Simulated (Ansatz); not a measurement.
# Ru(001) slab (three-index Miller notation) (24 atoms): surface energy

What is the surface energy of this cell, counted against the bulk crystal, and how far does it hang on functional and mesh?

Calculated with Ansatz 0.2.0: Kohn-Sham DFT, PBE, PAW (set soft_2), plane waves; cutoff 420 eV, fermi-dirac smearing of 0.1 eV. Cutoffs: 420 eV for PBE and PBEsol; 500 eV for r2SCAN.

**The cells**

The cell holds 24 atoms: 24 Ru. Its edges and angles: a = 5.430 Å, b = 5.430 Å, c = 25.700 Å, α = 90.0°, β = 90.0°, γ = 120.0°. It derives from Ru. The starting structure: Slab of Ru cut on (0 0 1), 10.7 Å thick, 2 x 2 surface cells, both faces free, 15 Å of vacuum; not relaxed. Lattice constants are starting values near those of PBE. Vacuum lies along c.

The bulk reference is Ru2 in a cell of 2 atoms, 13.661 Å³ an atom.

The input of the single point on the relaxed cell:

```yaml
crystal:
  lattice:
    - [5.43, 0.0, 0.0]
    - [-2.715, 4.70252, 0.0]
    - [0.0, 0.0, 25.7]
  atoms:
    - { symbol: Ru, position: [0.16667, 0.33333, 0.29388] }
    - { symbol: Ru, position: [1.0, 1.0, 0.37404] }
    - { symbol: Ru, position: [0.16667, 0.33333, 0.45795] }
    - { symbol: Ru, position: [1.0, 1.0, 0.54205] }
    [... 18 atom lines left out ...]
    - { symbol: Ru, position: [0.66667, 0.83333, 0.62596] }
    - { symbol: Ru, position: [0.5, 0.5, 0.70612] }
kpoints:
  mp_grid: { grid: [8, 8, 1] }
hamiltonian:
  xc: pbe
scf:
  occupations: { method: fermi_dirac, width: 0.1 }
output:
  forces: true
  populations: true
  dos:
    method: { smearing: { sigma: 0.08 } }
    de: 0.1
    projected: { site_lists: { Ru: [Ru] } }
  eigenvalues: true
  write_density: true
  write_potential: true
  volumetric_format: npy
```

| cell | formula | k-mesh | relaxation steps | gain on relaxing (eV) | free energy, PBE (eV) | time of its runs on this page |
| --- | --- | --- | --- | --- | --- | --- |
| Ru(001) slab (three-index Miller notation) | Ru24 | 8×8×1 (relaxed on 5×5×1) | 4 | 0.24 | -141080.608 | 35 s |
| bulk Ru | Ru2 | 23×23×13 | - | - | -11757.403 | 27 s |

**Surface energy**

The excess is the cell's free energy less 12 times that of the bulk cell. It is divided by twice the area, as the cell holds two faces, so the value is their mean, and they need not be alike (25.53 Å²), with 1 eV/Å² = 16.022 J/m².

```
           level   k-mesh  excess (eV)  surface energy (J/m²)  per area (meV/Å²)
             PBE    8×8×1        8.232                  2.582              161.2
PBE, denser mesh  10×10×1        8.222                  2.579              161.0
          r2SCAN    8×8×1        8.969                  2.814              175.6
          PBEsol    8×8×1        9.596                  3.011              187.9
```

Worked for the first row at PBE: (-141080.608) − 12 × (-11757.403) = 8.232 eV (from unrounded energies).

Then 8.232 / (2 × 25.53) × 16.022 = 2.582 J/m².

**Neighbours**

Bonds by pair of elements; cutoffs follow the first minimum of g(r), held within bounds set by covalent radii, and pairs that aren't listed don't count as bonded:

| pair A-B | cutoff (Å) | bonds | mean length (Å) | spread (Å) | shortest (Å) | B about A | A about B |
| --- | --- | --- | --- | --- | --- | --- | --- |
| Ru-Ru | 3.12 | 132 | 2.68 | 0.047 | 2.59 | 11 | 11 |

How many atoms have how many bonded neighbours:

```
element  mean  9  12
     Ru    11  8  16
```

**Findings**

At PBE the surface energy is 2.58 J/m². At the same geometries the levels give 2.58 (PBE) to 3.01 J/m² (PBEsol) and the denser mesh leaves it within 0.01 J/m². Relaxing the atoms lowered it by 0.075 J/m² from the start (on the 5×5×1 mesh of the relaxation), and the farthest atom moved 0.05 Å. By these cutoffs 8 of 24 Ru atoms differ from the commonest count of 12.

Limits: The cell edges were held, so the lattice is the typed one for every functional. Cell and bulk are sampled on unlike meshes, and the error grows with the number of atoms subtracted. These are free energies under a smearing of 0.1 eV, whose entropy term isn't removed. In some runs the program notes that positions were snapped to a detected symmetry and the exchange-correlation potential is rough where the density is thin.

[Logs are printed without paths, hosts, clocks, repeated set-up lines and the standing remarks that a program may print on its own settings, such as how far it seeks lower states.]

[Hosts, paths, dates, database ids (printed as entryN), source tags and the programs' standing remarks are cut or masked in the printed files.]
